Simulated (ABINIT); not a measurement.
# How the form of the self-energy moves the gap of Ba2ScCuO4 (P4/mmm), part 2 of 2

Aim: compare treatments of exchange, screening and correlation for the gap of Ba2ScCuO4 (P4/mmm).

ABINIT 10.8.3; PBEsol and many-body steps on it, plane waves. Known limits of the many-body steps: not at the basis limit; d shell near the gap, gap tends to lie low; no spin-orbit coupling; coarse k mesh.

So far. Step 4 (G0W0, Godby-Needs plasmon pole): The gap on the mesh goes from 1.96 eV to 2.74 eV, a correction of +0.78 eV. Step 5 (G0W0, Engel-Farid plasmon pole): Against G0W0 in ABINIT (2×2×1 mesh, 130 bands, screening to 114.3 eV, Godby-Needs plasmon pole), the gap moves by −0.068 eV.

In doubt: a PseudoDojo file used here is known to give poor structures and forces, which bears on pressures, cells, forces and phonons.

### 6. G0W0, von der Linden-Horsch plasmon pole

Level of this step: G0W0 on PBEsol, plane waves, norm-conserving pseudopotentials (ABINIT).

The input, run.abi:

```
acell 3*1.0 Angstrom
rprim 
  4.176956000000 0.000000000000 0.000000000000
  0.000000000000 4.176956000000 0.000000000000
  0.000000000000 0.000000000000 8.078857000000
ntypat 4
znucl 56 21 29 8
natom 8
typat 1 1 2 3 4 4 4 4
xred 
  0.500000000000 0.500000000000 0.767977000000
  0.500000000000 0.500000000000 0.232023000000
  0.000000000000 0.000000000000 0.000000000000
  0.000000000000 0.000000000000 0.500000000000
  0.000000000000 0.500000000000 0.000000000000
  0.500000000000 0.000000000000 0.000000000000
  0.000000000000 0.000000000000 0.724671000000
  0.000000000000 0.000000000000 0.275329000000
pp_dirpath "pseudos"
pseudos "Ba.upf, Sc.upf, Cu.upf, O.upf"
ecut 42
ngkpt 2 2 1
nshiftk 1
shiftk 0 0 0
kptopt 1
chksymbreak 0
istwfk *1
occopt 1
irdwfk 1
optdriver 4
nband 130
gwcalctyp 0
ecutsigx 42
symsigma 1
nkptgw 3
kptgw 
  0.5000000000 0.5000000000 0.0000000000
  0.5000000000 0.0000000000 0.0000000000
  0.0000000000 0.0000000000 0.0000000000
bdgw 
  36 39
  36 39
  36 39
ecuteps 4.2
irdscr 1
ppmodel 3
indata_prefix "in"
outdata_prefix "out"
tmpdata_prefix "tmp"
```

The run is started by

```bash
$ OMP_NUM_THREADS=1 mpirun -n 4 abinit run.abi > log
```

Numbers of over 12 decimals in the logs are rounded to 6 here.

Log:

```text
.Version 10.8.3 of ABINIT. v10.8.2 released Aug 2026.

 Symmetries : space group P4/m m m (#123); Bravais tP (primitive tetrag.)
[... echo of the input left out ...]
== DATASET  1 ==================================================================
-   mpi_nproc: 4, omp_nthreads: 1 (-1 if OMP is not activated)

--- !DatasetInfo
iteration_state: {dtset: 1, }
dimensions: {natom: 8, nkpt: 3, mband: 130, nsppol: 1, nspinor: 1, nspden: 1, mpw: 12409, }
cutoff_energies: {ecut:  42.0, pawecutdg:  -1.0, }
[...]
Minimum direct gap =   2.5978 [eV], located at k-point      :   0.5000  0.0000  0.0000
   Fundamental gap    =   2.5621 [eV], Top of valence bands at :   0.5000  0.5000  0.0000
                                       Bottom of conduction at :   0.5000  0.0000  0.0000

== END DATASET(S) ==============================================================
================================================================================

 -outvars: echo values of variables after computation  --------
           etotal      0.0000000000E+00
            nband         130
             nkpt           3
          spgroup         123
 [... the other variables as echoed above ...]

 Calculation completed.
```

Elapsed: 9.3 s, on 4 MPI ranks of Arm Neoverse V2, shared host; peak memory 1.1 GiB.

Numbers from this step:

```yaml
g0w0_gap_on_the_points_computed: 2.562 eV
starting_gap_on_the_mesh: 1.956 eV
k_of_the_valence_top: 0.5, 0.5, 0
k_of_the_conduction_bottom: 0.5, 0, 0
least_direct_g0w0_gap_on_the_computed_points: 2.597 eV
```

Against G0W0 in ABINIT (2×2×1 mesh, 130 bands, screening to 114.3 eV, Godby-Needs plasmon pole), the gap moves by −0.176 eV.

### 7. One-shot COHSEX

This step: one-shot COHSEX on PBEsol, plane waves, norm-conserving pseudopotentials.

run.abi, as its differences from that of step 6:

```diff
@@ -31,3 +31,3 @@
 nband 130
-gwcalctyp 0
+gwcalctyp 7
 ecutsigx 42
@@ -45,3 +45,2 @@
 irdscr 1
-ppmodel 3
 indata_prefix "in"
```

Log:

```text
.Version 10.8.3 of ABINIT. v10.8.2 released Aug 2026.

 Symmetries : space group P4/m m m (#123); Bravais tP (primitive tetrag.)
[... echo of the input left out ...]
== DATASET  1 ==================================================================
-   mpi_nproc: 4, omp_nthreads: 1 (-1 if OMP is not activated)

--- !DatasetInfo
iteration_state: {dtset: 1, }
dimensions: {natom: 8, nkpt: 3, mband: 130, nsppol: 1, nspinor: 1, nspden: 1, mpw: 12409, }
cutoff_energies: {ecut:  42.0, pawecutdg:  -1.0, }
[...]
Minimum direct gap =   3.4390 [eV], located at k-point      :   0.5000  0.0000  0.0000
   Fundamental gap    =   3.3873 [eV], Top of valence bands at :   0.5000  0.5000  0.0000
                                       Bottom of conduction at :   0.5000  0.0000  0.0000

== END DATASET(S) ==============================================================
================================================================================

 -outvars: echo values of variables after computation  --------
           etotal      0.0000000000E+00
            nband         130
             nkpt           3
          spgroup         123
 [... the other variables as echoed above ...]

 Calculation completed.
```

The job ended after 6.4 s (4 MPI ranks; peak memory 0.9 GiB).

This step gave:

| Property | Result |
| --- | --- |
| quasiparticle gap on the points computed | 3.387 eV |
| starting gap on the mesh | 1.956 eV |
| k of the valence top | 0.5, 0.5, 0 |
| k of the conduction bottom | 0.5, 0, 0 |
| least direct quasiparticle gap on the computed points | 3.439 eV |

Against G0W0 in ABINIT (2×2×1 mesh, 130 bands, screening to 114.3 eV, Godby-Needs plasmon pole), the gap moves by +0.649 eV.

### 8. One-shot Hartree-Fock

This step: one-shot Hartree-Fock on PBEsol, plane waves, norm-conserving pseudopotentials.

run.abi, as its differences from that of step 7:

```diff
@@ -30,4 +30,4 @@
 optdriver 4
-nband 130
-gwcalctyp 7
+nband 41
+gwcalctyp 5
 ecutsigx 42
@@ -43,4 +43,4 @@
   36 39
-ecuteps 4.2
-irdscr 1
+ixc_sigma 40
+fftgw 31
 indata_prefix "in"
```

Log:

```text
.Version 10.8.3 of ABINIT. v10.8.2 released Aug 2026.

 Symmetries : space group P4/m m m (#123); Bravais tP (primitive tetrag.)
[... echo of the input left out ...]
== DATASET  1 ==================================================================
-   mpi_nproc: 4, omp_nthreads: 1 (-1 if OMP is not activated)

--- !DatasetInfo
iteration_state: {dtset: 1, }
dimensions: {natom: 8, nkpt: 3, mband: 41, nsppol: 1, nspinor: 1, nspden: 1, mpw: 12409, }
cutoff_energies: {ecut:  42.0, pawecutdg:  -1.0, }
[...]
Minimum direct gap =  12.5326 [eV], located at k-point      :   0.5000  0.0000  0.0000
   Fundamental gap    =  12.5326 [eV], Top of valence bands at :   0.5000  0.0000  0.0000
                                       Bottom of conduction at :   0.5000  0.0000  0.0000

== END DATASET(S) ==============================================================
================================================================================

 -outvars: echo values of variables after computation  --------
           etotal      0.0000000000E+00
            nband          41
             nkpt           3
          spgroup         123
 [... the other variables as echoed above ...]

 Calculation completed.
```

It took 6 s on 4 MPI ranks; peak memory 0.27 GiB.

This step gave:

```
quasiparticle gap on the points computed              : 12.53 eV
starting gap on the mesh                              : 1.956 eV
k of the valence top                                  : 0.5, 0, 0
k of the conduction bottom                            : 0.5, 0, 0
least direct quasiparticle gap on the computed points : 12.53 eV
```

Against G0W0 in ABINIT (2×2×1 mesh, 130 bands, screening to 114.3 eV, Godby-Needs plasmon pole), the gap moves by +9.795 eV.

### 9. Screening, 2×2×1 mesh, 130 bands, screening to 114.3 eV

This step: RPA screening on PBEsol, plane waves, norm-conserving pseudopotentials.

run.abi, as its differences from that of step 8:

```diff
@@ -29,18 +29,14 @@
 irdwfk 1
-optdriver 4
-nband 41
-gwcalctyp 5
-ecutsigx 42
-symsigma 1
-nkptgw 3
-kptgw 
-  0.5000000000 0.5000000000 0.0000000000
-  0.5000000000 0.0000000000 0.0000000000
-  0.0000000000 0.0000000000 0.0000000000
-bdgw 
-  36 39
-  36 39
-  36 39
-ixc_sigma 40
-fftgw 31
+optdriver 3
+nband 130
+ecuteps 4.2
+inclvkb 2
+awtr 1
+symchi 1
+gwcalctyp 2
+nfreqre 16
+freqremax 40 eV
+nfreqim 8
+spmeth 1
+nomegasf 120
 indata_prefix "in"
```

Log:

```text
.Version 10.8.3 of ABINIT. v10.8.2 released Aug 2026.

 Symmetries : space group P4/m m m (#123); Bravais tP (primitive tetrag.)
[... echo of the input left out ...]
== DATASET  1 ==================================================================
-   mpi_nproc: 4, omp_nthreads: 1 (-1 if OMP is not activated)

--- !DatasetInfo
iteration_state: {dtset: 1, }
dimensions: {natom: 8, nkpt: 3, mband: 130, nsppol: 1, nspinor: 1, nspden: 1, mpw: 12409, }
cutoff_energies: {ecut:  42.0, pawecutdg:  -1.0, }
electrons: {nelect:   7.40000000E+01, charge:   0.00000000E+00, occopt:   1.00000000E+00, tsmear:   1.00000000E-02, }

 SCREENING: Calculation of the susceptibility and dielectric matrices

 Based on a program developped by R.W. Godby, V. Olevano, G. Onida, and L. Reining.
 Incorporated in ABINIT by V. Olevano, G.-M. Rignanese, and M. Torrent.
.Using double precision arithmetic ; gwpc =  8

[... cell and pseudopotentials left out ...]
--------------------------------------------------------------------------------

 ==== K-mesh for the wavefunctions ====
 Number of points in the irreducible wedge :     3
[... list of points left out ...]
 Together with 16 symmetry operations and time-reversal symmetry
 yields     4 points in the full Brillouin Zone.

 ==== Q-mesh for the screening function ====
 Number of points in the irreducible wedge :     3
[... list of points left out ...]
 Together with 16 symmetry operations and time-reversal symmetry
 yields     4 points in the full Brillouin Zone.

 setmesh: FFT mesh size selected  =    32x   32x   60
          total number of points  =        61440

 vcoul_init : cutoff-mode = AUXILIARY_FUNCTION
 q-points for optical limit:   1
     1)      0.000010    0.000020    0.000030

- screening: taking advantage of time-reversal symmetry
- Maximum band index for partially occupied states nbvw = 37
- Remaining bands to be divided among processors   nbcw = 93
- Number of bands treated by each node ~23

 Number of electrons calculated from density =   74.0000; Expected =   74.0000
 average of density, n =  0.077797
 r_s =    1.4532
 omega_plasma =   26.9053 [eV]

 calculating chi0 at frequencies [eV] :
  1    0.000000E+00    0.000000E+00
  2    2.666667E+00    0.000000E+00
  3    5.333333E+00    0.000000E+00
[...]
23    0.000000E+00    6.852319E+01
 24    0.000000E+00    9.648139E+01

--------------------------------------------------------------------------------
  q-point number  1        q = ( 0.000000, 0.000000, 0.000000) [r.l.u.]
--------------------------------------------------------------------------------
[... chi0 elements left out ...]
  [... further frequencies ...]

 No. of calculated frequencies >  15, stop printing
 For q-point:  0.000010 0.000020 0.000030
  dielectric constant =   5.2997
  dielectric constant without local fields =   5.9668

  Average fulfillment of the sum rule on Im[epsilon] for q-point    1 :     47.17  [%]
[... wings left out ...]
  q-point number  2        q = ( 0.500000, 0.000000, 0.000000) [r.l.u.]
--------------------------------------------------------------------------------
[... chi0 elements left out ...]
  [... further frequencies ...]

 No. of calculated frequencies >  15, stop printing
  Average fulfillment of the sum rule on Im[epsilon] for q-point    2 :     49.44  [%]

 [... 1 further q-points ...]
```

The job ended after 44 s (4 MPI ranks; peak memory 2.6 GiB; 2.9 min of CPU time).

Numbers from this step:

```yaml
eps_infinity_with_local_fields_on_this_mesh_along_the_program_s_q_direction: 5.300
the_same_without_local_fields: 5.967
plasma_frequency: 26.91 eV
plane_waves_in_the_screening_matrix: 379
```

### 10. G0W0, contour deformation

This step: G0W0 on PBEsol, plane waves, norm-conserving pseudopotentials.

run.abi, as its differences from that of step 9:

```diff
@@ -29,14 +29,18 @@
 irdwfk 1
-optdriver 3
+optdriver 4
 nband 130
+gwcalctyp 2
+ecutsigx 42
+symsigma 1
+nkptgw 3
+kptgw 
+  0.5000000000 0.5000000000 0.0000000000
+  0.5000000000 0.0000000000 0.0000000000
+  0.0000000000 0.0000000000 0.0000000000
+bdgw 
+  36 39
+  36 39
+  36 39
 ecuteps 4.2
-inclvkb 2
-awtr 1
-symchi 1
-gwcalctyp 2
-nfreqre 16
-freqremax 40 eV
-nfreqim 8
-spmeth 1
-nomegasf 120
+irdscr 1
 indata_prefix "in"
```

Log:

```text
.Version 10.8.3 of ABINIT. v10.8.2 released Aug 2026.

 Symmetries : space group P4/m m m (#123); Bravais tP (primitive tetrag.)
[... echo of the input left out ...]
== DATASET  1 ==================================================================
-   mpi_nproc: 4, omp_nthreads: 1 (-1 if OMP is not activated)

--- !DatasetInfo
iteration_state: {dtset: 1, }
dimensions: {natom: 8, nkpt: 3, mband: 130, nsppol: 1, nspinor: 1, nspden: 1, mpw: 12409, }
cutoff_energies: {ecut:  42.0, pawecutdg:  -1.0, }
[...]
Minimum direct gap =   2.7882 [eV], located at k-point      :   0.5000  0.0000  0.0000
   Fundamental gap    =   2.7620 [eV], Top of valence bands at :   0.5000  0.5000  0.0000
                                       Bottom of conduction at :   0.5000  0.0000  0.0000

== END DATASET(S) ==============================================================
================================================================================

 -outvars: echo values of variables after computation  --------
           etotal      0.0000000000E+00
            nband         130
             nkpt           3
          spgroup         123
 [... the other variables as echoed above ...]

 Calculation completed.
```

Wall time 11 s (4 MPI ranks); peak memory 1.4 GiB; 43 s of CPU time.

This step gave:

```yaml
g0w0_gap_on_the_points_computed: 2.762 eV
starting_gap_on_the_mesh: 1.956 eV
k_of_the_valence_top: 0.5, 0.5, 0
k_of_the_conduction_bottom: 0.5, 0, 0
least_direct_g0w0_gap_on_the_computed_points: 2.788 eV
```

Against G0W0 in ABINIT (2×2×1 mesh, 130 bands, screening to 114.3 eV, Godby-Needs plasmon pole), the gap moves by +0.024 eV.

### 11. Side by side

Times are wall times on 4 MPI ranks of Arm Neoverse V2, shared host, good to a factor of about two. A run's time includes the screening step that it read.

```
                                     run   mesh  bands  screening cutoff (eV)  DFT gap (eV)  gap on the mesh (eV)  direct (eV)  ε∞ used  time
          G0W0, Godby-Needs plasmon pole  2×2×1    130                  114.3         1.956                 2.738        2.764     5.20  53 s
          G0W0, Engel-Farid plasmon pole  2×2×1    130                  114.3         1.956                 2.670        2.702     5.20  48 s
G0W0, von der Linden-Horsch plasmon pole  2×2×1    130                  114.3         1.956                 2.562        2.597     5.20  48 s
                         one-shot COHSEX  2×2×1    130                  114.3         1.956                 3.387        3.439     5.20  46 s
                   one-shot Hartree-Fock  2×2×1      -                      -         1.956                12.533       12.533        -   6 s
               G0W0, contour deformation  2×2×1    130                  114.3         1.956                 2.762        2.788     5.30  55 s
```

### 12. Results

```yaml
g0w0_godby_needs_plasmon_pole: 2.738 eV
g0w0_engel_farid_plasmon_pole: 2.670 eV
g0w0_von_der_linden_horsch_plasmon_pole: 2.562 eV
one_shot_cohsex: 3.387 eV
one_shot_hartree_fock: 12.533 eV
g0w0_contour_deformation: 2.762 eV
known_limits: not at the basis limit; d shell near the gap, gap tends to lie low; no spin-orbit coupling; coarse k mesh
```

What this shows: G0W0, Engel-Farid plasmon pole: −0.068 eV against G0W0, Godby-Needs plasmon pole. G0W0, von der Linden-Horsch plasmon pole: −0.176 eV against G0W0, Godby-Needs plasmon pole. One-shot COHSEX: +0.649 eV against G0W0, Godby-Needs plasmon pole. One-shot Hartree-Fock: +9.795 eV against G0W0, Godby-Needs plasmon pole. G0W0, contour deformation: +0.024 eV against G0W0, Godby-Needs plasmon pole. Bare exchange alone opens the gap to 12.53 eV; against G0W0, correlation takes back 9.79 eV. Static COHSEX lies above G0W0: it lacks the factor Z and overstates the Coulomb hole of the filled states. Bands and cutoff are finite, so the gap is not at the basis limit. The miss can reach some tenths of an eV and take either sign; the mesh is an error of its own. The 2×2×1 mesh is coarse for this cell, which bears on the long-range parts of exchange and screening. A d shell, filled or nearly so, lies near the gap. One-shot GW converges very slowly in bands there, not always from below, and on a semilocal start the gap tends to come out low; starts rich in exact exchange can overshoot instead. The many-body steps are scalar-relativistic: spin-orbit coupling is not in them.

[Paths, hosts, dates, memory and timing lines, banners, echoed tables and standing remarks are left out of the program output.]

[Logs are printed without paths, hosts, clocks, repeated set-up lines and the standing remarks that a program may print on its own settings, such as how far it seeks lower states.]

[Runs of the session that timed out or met a known fault of the program may be left out.]

[Hosts, paths, dates, database ids (printed as entryN), source tags and the programs' standing remarks are cut or masked in the printed files.]

[G0W0 gaps are taken among the corrected bands and points alone; a level outside them can change the order at an edge.]

[Where Ansatz stands beside ABINIT at settings called matched, ABINIT's density can come from a denser mesh and the files from another edition; pairs whose starting gaps differed by over 0.03 eV were left out, so agreement reads better than it is.]
